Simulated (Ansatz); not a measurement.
# CdInCl3 (model cell, started as cubic perovskite with Cd in the octahedra): a soft mode frozen in, part 3 of 3

Wanted: the energy along a soft mode of CdInCl3 (model cell, started as cubic perovskite with Cd in the octahedra) and the structure at the end.

Ansatz 0.2.0; DFT PBEsol, scalar-relativistic, plane waves, PAW; PAW set soft_1.

So far. Step 5 (Energy along the mode, all amplitudes (two of the runs …): The lowest of the steps tried is the last one, at 0.6 Å, 22.7 meV/atom below the parent; the bottom of the well need not coincide with a step. Step 7 (The new phase in its own primitive cell): The largest force component left is 0.45 meV/Å and the pressure is -0.001 GPa, within the tolerances set. The cell now holds 26.15 Å³/atom. The relaxed cell has a = 7.049, c = 10.526 Å (conventional setting).

The structure was built from a prototype and need not be the compound's stable phase.

## Step 8: Modes of the new phase

A relaxed structure may still be a saddle point, so its zone-centre modes are computed. The response to a homogeneous field gives the Born charges and the dielectric tensor.

input.yaml

```yaml
crystal:
  lattice:
    - [-3.5245954568, 3.5245954568, 5.2630793726]
    - [3.5245954568, -3.5245954568, 5.2630793726]
    - [3.5245954568, 3.5245954568, -5.2630793726]
  atoms:
    - { symbol: In, position: [0.75, 0.25, 0.5] }
    - { symbol: In, position: [0.25, 0.75, 0.5] }
    - { symbol: Cd, position: [0.0, 0.0, 0.0] }
    - { symbol: Cd, position: [0.5, 0.5, 0.0] }
    - { symbol: Cl, position: [0.1824851708, 0.6824851708, 0.8649703416] }
    - { symbol: Cl, position: [0.8175148292, 0.3175148292, 0.1350296584] }
    - { symbol: Cl, position: [0.25, 0.25, 0.0] }
    - { symbol: Cl, position: [0.75, 0.75, 0.0] }
    - { symbol: Cl, position: [0.6824851708, 0.8175148292, 0.5] }
    - { symbol: Cl, position: [0.3175148292, 0.1824851708, 0.5] }
kpoints:
  mp_grid: { grid: [6, 6, 6] }
hamiltonian:
  xc: pbesol
  pseudopotentials: { kind: paw, azcp: { folder: soft_1 }, xc_functional: pbe }
scf:
  occupations: { method: fixed }
output:
  eigenvalues: true
phonons:
  method: dfpt
  dielectric: true
  rigid_motions: translations
```

Run with:

```sh
> ansatz run input.yaml --threads 4 --pin off --max-ram 16384MiB --backend cpu --events-out ev --progress --plain --runs-dir out
```

Numbers of over 12 decimals in the logs are rounded to 6 here.

What it wrote:

```text
[...]
Crystal: 10 atoms, lattice volume = 261.528 Å³
Basis set: ecut = 420 eV, 5141 PW (Γ), exchange–correlation on 100×100×100 points (8 copies of the dense FFT grid, shifted against one another)
Bands: 65, of which v1, the nominal top of the filled ones, is band 54 counted from 1 (53 counted from 0)
Symmetry: 16 space group operations
k-points: 112 of 216 (irreducible under 1 space group operation, time reversal used)
[...]
SCF iter   1: F=—  HF=-33796.585687 eV  |F-HF|=—  |Δ(HF+E_count)|=         —  Δρ=5.31e-2  dr2=8.65e0  ethr=3.10e-3  ⟨swp⟩=4.9  Hψ=23604  notcnv=0  defer=868
[...]
SCF iter  11: F=-33793.250432 eV  HF=-33793.250432 eV  |F-HF|=7.28e-12  |Δ(HF+E_count)|=  2.91e-10  Δρ=1.07e-7  dr2=3.35e-11  ethr=1.00e-12  ⟨swp⟩=19.3  Hψ=53169  notcnv=0
SCF 1 converged in 11 iterations: F = -33793.250432 eV  dr2 = 3.35e-11
[...]
NSCF: frozen V_eff on 4 k-points
DFPT response loops at Γ: preconditioner auto → Resta (q_TF=auto, 2.354 Å⁻¹)  ε∞=6.1 (no band partly filled); β = 1.00, the filter's whole step (`scf.mixing.beta` (0.50) is not read by the response loops at its default; to damp them type it under 1.00, their step now; it binds the ground state too); Broyden in place of MSR1
SCF converged after 11 iterations
Free energy (F): -33793.250432 eV
[...]
Internal energy: -33793.250432 eV  (E = F + TS)
E sigma→0 (E₀):  -33793.250432 eV
Fermi energy:    4.766434 eV
[...]
--- Band table (eV; the first three rows and the last of 112) ---
  k-point 0: bands = [... 50 lower, 3.5828, 3.8915, 3.9375, 4.2297, 6.3950, 9.9169, 9.9169, 10.0513, ... 7 higher]
  k-point 1: bands = [... 50 lower, 3.6678, 3.9071, 3.9188, 4.3234, 6.7391, 9.3276, 9.4640, 9.6884, ... 7 higher]
  k-point 2: bands = [... 50 lower, 3.5504, 3.9107, 4.3656, 4.5862, 7.5713, 8.2985, 8.9475, 9.2783, ... 7 higher]
  k-point 111: bands = [... 50 lower, 3.3234, 3.8917, 3.9385, 4.6210, 8.3889, 9.0112, 9.1304, 9.1304, ... 7 higher]
--- Phonons (Γ-DFPT): 8 representative perturbations + reference, on 112 of 216 k-points (Σ response iterations 28) ---
  k mesh reduced under 1 symmetry operation, with k and −k counted as one. Each operation leaves every solved perturbation unchanged. A smaller set is not considered because the run solves the response to a homogeneous field
  ASR residual: 7.612e-5 → 0.000e0 eV/Å²; symmetrization residual: 2.731e-5 eV/Å²
  ASR residual per site (eV/Å²): 4.50e-5 4.50e-5 1.51e-5 1.51e-5 4.96e-5 4.96e-5 7.61e-5 7.61e-5 4.96e-5 4.96e-5
  Γ frequencies (cm⁻¹): -39.40 -39.40 -4.75 -4.75 0.00 0.00 0.00 37.94 46.69 46.69 49.15 56.71 58.64 58.64 81.09 81.09 98.96 98.96 103.03 111.30 119.74 135.59 139.79 143.72 143.72 147.97 221.48 244.40 244.40 282.92
  ε∞ (high-frequency dielectric tensor):
        4.443456    -0.000000    -0.000000
        0.000000     4.443456     0.000000
        0.000000    -0.000000     4.653749
  softest optical mode at Γ: -39.40 cm⁻¹; the repairs (sum rule, projections) moved no ω² at Γ by more than (2.63 cm⁻¹)²
  Born effective charges Z* (e; rows j = field, columns β = displacement):
    site 0:
         1.76143   -0.00000   -0.00000
        -0.00000    1.76143    0.00000
         0.00000   -0.00000    2.51477
    site 1:
         1.76143   -0.00000   -0.00000
        -0.00000    1.76143    0.00000
         0.00000   -0.00000    2.51477
    site 2:
         2.68316    0.05149    0.00000
        -0.05149    2.68316   -0.00000
        -0.00000   -0.00000    2.71400
    site 3:
         2.68316   -0.05149    0.00000
         0.05149    2.68316   -0.00000
         0.00000    0.00000    2.71400
    site 4:
        -1.54889    0.36472    0.00000
         0.36472   -1.54889   -0.00000
        -0.00000   -0.00000   -1.52859
    site 5:
        -1.54889    0.36472   -0.00000
         0.36472   -1.54889   -0.00000
        -0.00000   -0.00000   -1.52859
    site 6:
        -1.34681   -0.00000   -0.00000
        -0.00000   -1.34681    0.00000
        -0.00000   -0.00000   -2.17158
    site 7:
        -1.34681   -0.00000   -0.00000
        -0.00000   -1.34681    0.00000
        -0.00000   -0.00000   -2.17158
    site 8:
        -1.54889   -0.36472    0.00000
        -0.36472   -1.54889    0.00000
        -0.00000    0.00000   -1.52859
    site 9:
        -1.54889   -0.36472    0.00000
        -0.36472   -1.54889   -0.00000
        -0.00000   -0.00000   -1.52859
  Z* charge neutrality: 1.917e-5 e pre-enforcement
  k-mesh period / interband length: 42.3 Å / 1.73 Å = 24.45 at k = (0.0000, 0.0000, -0.5000), direct gap 3.031 eV — 14 or more, which is no proof of convergence
  optical modes at Γ without the LO–TO term, one row a degenerate level:
      ω (cm⁻¹)  modes    IR ((D/Å)²/amu)
        -39.40      2             0.0000
         -4.75      2             7.3855
         37.94      1             5.9498
         46.69      2             0.0000
         49.15      1             0.0000
         56.71      1             7.2215
         58.64      2             4.1511
[...]
optical modes at Γ + LO–TO along q̂ = [1.0000, 0.0000, 0.0000]:
      ω (cm⁻¹)  modes    IR ((D/Å)²/amu)
[...]
optical modes at Γ + LO–TO along q̂ = [0.0000, 1.0000, 0.0000]:
      ω (cm⁻¹)  modes    IR ((D/Å)²/amu)
[...]
optical modes at Γ + LO–TO along q̂ = [0.0000, 0.0000, 1.0000]:
      ω (cm⁻¹)  modes    IR ((D/Å)²/amu)
[...]
98.96      2             0.0000
        103.03      1             0.0000
        111.30      1             0.0000
        119.74      1             0.0000
        135.59      1             0.0000
        139.79      1             0.0000
        143.01      1             7.0161
        143.72      2             2.7551
        147.97      1             0.0000
        244.40      2             9.3558
        249.45      1            10.7505
        282.92      1             0.0000
```

The job ended after 14 min (4 threads of Arm Neoverse V2, shared host; peak memory 6.6 GiB).

Numbers from this step:

```yaml
sum_rule_residual_before_enforcement: 7.61e-5 eV/Å²
miss_of_the_charge_sum_rule: 1.92e-5 e
point_group: 4/mmm
highest_optical_mode_at_the_zone_centre_no_lo_to_term: 282.9 cm⁻¹
lowest_optical_zone_centre_mode: -39.4 cm⁻¹
mean_high_frequency_dielectric_constant: 4.514
largest_born_charge_third_of_the_trace: 2.693 e
top_of_the_zone_centre_spectrum_with_the_field: 282.9 cm⁻¹
```

Without the LO-TO term. Patterns of degenerate modes are one choice out of their space. Modes at Γ, with each element's share of the kinetic energy (negative means imaginary):

| mode | frequency (cm⁻¹) | symmetry | In % | Cd % | Cl % |
| --- | --- | --- | --- | --- | --- |
| 1 | -39.4 | Eg | 40 | 0 | 60 |
| 2 | -39.4 | Eg | 40 | 0 | 60 |
| 3 | -4.8 | Eu | 53 | 5 | 42 |
| 4 | -4.8 | Eu | 53 | 5 | 42 |
| 5 | 0.0 | acoustic | 34 | 34 | 32 |
| 6 | 0.0 | acoustic | 34 | 34 | 32 |
| 7 | 0.0 | acoustic | 34 | 34 | 32 |
| 8 | 37.9 | A2u | 64 | 10 | 27 |
| 9 | 46.7 | Eg | 60 | 0 | 40 |
| 10 | 46.7 | Eg | 60 | 0 | 40 |
| 11 | 49.1 | B2g | 100 | 0 | 0 |
| 12 | 56.7 | A2u | 2 | 48 | 51 |
| 13 | 58.6 | Eu | 10 | 44 | 47 |
| 14 | 58.6 | Eu | 10 | 44 | 47 |
| 15 | 81.1 | Eu | 3 | 25 | 72 |
| 16 | 81.1 | Eu | 3 | 25 | 72 |
| 17 | 99.0 | Eg | 0 | 0 | 100 |
| 18 | 99.0 | Eg | 0 | 0 | 100 |
| 19 | 103.0 | B1u | 0 | 0 | 100 |
| 20 | 111.3 | A1g | 0 | 0 | 100 |
| 21 | 119.7 | A1u | 0 | 100 | 0 |
| 22 | 135.6 | B2g | 0 | 0 | 100 |
| 23 | 139.8 | A2g | 0 | 0 | 100 |
| 24 | 143.7 | Eu | 0 | 79 | 21 |
| 25 | 143.7 | Eu | 0 | 79 | 21 |
| 26 | 148.0 | B1g | 0 | 0 | 100 |
| 27 | 221.5 | A2u | 0 | 9 | 91 |
| 28 | 244.4 | Eu | 0 | 13 | 87 |
| 29 | 244.4 | Eu | 0 | 13 | 87 |
| 30 | 282.9 | A2g | 0 | 0 | 100 |

Displacements in mode 1 (-39.4 cm⁻¹), the largest set to 1:
```
In1  0.00  0.51  0.00
In2  0.00 -0.51  0.00
Cd3  0.00  0.00  0.00
Cd4  0.00  0.00  0.00
Cl5  0.00  0.00  0.38
Cl6  0.00  0.00 -0.38
Cl7  0.01 -1.00  0.00
Cl8 -0.01  1.00  0.00
Cl9  0.00  0.00 -0.37
Cl10 0.00  0.00  0.37
```

Displacements in mode 12 (56.7 cm⁻¹), the largest set to 1:
```
In1  0.00  0.00 -0.15
In2  0.00  0.00 -0.15
Cd3  0.00  0.00  0.77
Cd4  0.00  0.00  0.77
Cl5  0.00  0.00 -1.00
Cl6  0.00  0.00 -1.00
Cl7  0.00  0.00  0.04
Cl8  0.00  0.00  0.04
Cl9  0.00  0.00 -1.00
Cl10 0.00  0.00 -1.00
```

Optical modes at the zone centre, without and with the macroscopic field of the longitudinal modes; each column is sorted by frequency, so a row need not hold one and the same mode. Modes with and without the field, by row:

| rank among optical modes | no field (cm⁻¹) | q along (1, 0, 0) (cm⁻¹) | q along (0, 0, 1) (cm⁻¹) |
| --- | --- | --- | --- |
| 1 | -39.4 | -39.4 | -39.4 |
| 2 | -39.4 | -39.4 | -39.4 |
| 3 | -4.8 | -4.8 | -4.8 |
| 4 | -4.8 | 37.9 | -4.8 |
| 5 | 37.9 | 41.1 | 46.7 |
| 6 | 46.7 | 46.7 | 46.7 |
| 7 | 46.7 | 46.7 | 46.9 |
| 8 | 49.1 | 49.1 | 49.1 |
| 9 | 56.7 | 56.7 | 58.6 |
| 10 | 58.6 | 58.6 | 58.6 |
| 11 | 58.6 | 73 | 81.1 |
| 12 | 81.1 | 81.1 | 81.1 |
| 13 | 81.1 | 99 | 99 |
| 14 | 99 | 99 | 99 |
| 15 | 99 | 103 | 103 |
| 16 | 103 | 109.3 | 111.3 |
| 17 | 111.3 | 111.3 | 119.7 |
| 18 | 119.7 | 119.7 | 135.6 |
| 19 | 135.6 | 135.6 | 139.8 |
| 20 | 139.8 | 139.8 | 143 |
| 21 | 143.7 | 143.7 | 143.7 |
| 22 | 143.7 | 148 | 143.7 |
| 23 | 148 | 156.7 | 148 |
| 24 | 221.5 | 221.5 | 244.4 |
| 25 | 244.4 | 244.4 | 244.4 |
| 26 | 244.4 | 266.5 | 249.4 |
| 27 | 282.9 | 282.9 | 282.9 |

Born charge (rows field, columns displacement) (e), principal values of the symmetric part by kind of site:

| atom | atoms with these values | low | middle | high | mean |
| --- | --- | --- | --- | --- | --- |
| In1 | 2 | 1.76 | 1.76 | 2.51 | 2.01 |
| Cd3 | 2 | 2.68 | 2.68 | 2.71 | 2.69 |
| Cl5 | 4 | -1.91 | -1.53 | -1.18 | -1.54 |
| Cl7 | 2 | -2.17 | -1.35 | -1.35 | -1.62 |

In full for Cl5:

```
-1.55  0.36  0.00
 0.36 -1.55  0.00
 0.00  0.00 -1.53
```

High-frequency dielectric tensor:

```
4.44 0.00 0.00
0.00 4.44 0.00
0.00 0.00 4.65
```

Transverse modes; imaginary modes are left out. Infrared lines, with heights relative to the strongest:

| position (cm⁻¹) | label | relative intensity |
| --- | --- | --- |
| 38 | A2u | 64 |
| 47 | Eg | 0.0 |
| 49 | B2g | 0.0 |
| 57 | A2u | 77 |
| 59 | Eu | 44 |
| 81 | Eu | 28 |
| 99 | Eg | 0.0 |
| 103 | B1u | 0.0 |
| 111 | A1g | 0.0 |
| 120 | A1u | 0.0 |
| 136 | B2g | 0.0 |
| 140 | A2g | 0.0 |
| 144 | Eu | 29 |
| 148 | B1g | 0.0 |
| 222 | A2u | 49 |
| 244 | Eu | 100 |
| 283 | A2g | 0.0 |

Before it was imposed, the acoustic sum rule was missed by 7.6e-5 eV/Å² and the charge sum rule by 1.9e-5 e. Small misses are needed for a sound result but don't prove that mesh and cutoff are converged. The lowest optical mode is imaginary, 39.4i cm⁻¹, so the energy falls along it.

## Step 9: Results

```yaml
unstable_mode_of_the_parent: q = (-0.5, -0.5, -0.5), 71i cm⁻¹
depth_at_the_lowest_point_sampled: 22.7 meV/atom
largest_atomic_shift_at_that_point: 0.6 Å
space_group_reached_within_0p01_a: I4/mcm
energy_gained_over_the_parent_first_relaxation_on_the_mesh_of_the_frozen_mode: 29.2 meV/atom
volume_per_atom_phase_reached: 26.2 Å³
gap_on_the_k_mesh_phase_reached: 1.63 eV
lowest_optical_zone_centre_mode_phase_reached: -39.4 cm⁻¹
highest_optical_mode_at_the_zone_centre_no_lo_to_term_phase_reached: 283 cm⁻¹
```

Along this mode the structure falls into I4/mcm, 29.2 meV/atom below the parent. At the parent's cell the well is 22.72 meV/atom deep on the steps tried, with its lowest point at a shift of 0.6 Å. That is the last step tried, so the steps alone don't bracket the bottom of the well. Relaxing atoms and cell changes the gain by +6.48 meV/atom against the lowest step (energies at zero smearing). The new phase still has an imaginary mode at the zone centre of its cell, so it is a saddle point on the way to a lower structure. Of the 4 patterns followed to their end from this parent, this one ends 2.81 meV/atom above the lowest, Imma. Another end point lies within 1 meV/atom; how such a difference moves with mesh and cutoff was not tested. Each path keeps the symmetry of its pattern, so a lower phase may lie along a pattern not tried. The PAW files were made for PBE and serve the other functionals too. The starting cell was built on a prototype and not taken from a measurement, so the phase need not exist.

[Logs are printed without paths, hosts, clocks, repeated set-up lines and the standing remarks that a program may print on its own settings, such as how far it seeks lower states.]

[Hosts, paths, dates, database ids (printed as entryN), source tags and the programs' standing remarks are cut or masked in the printed files.]
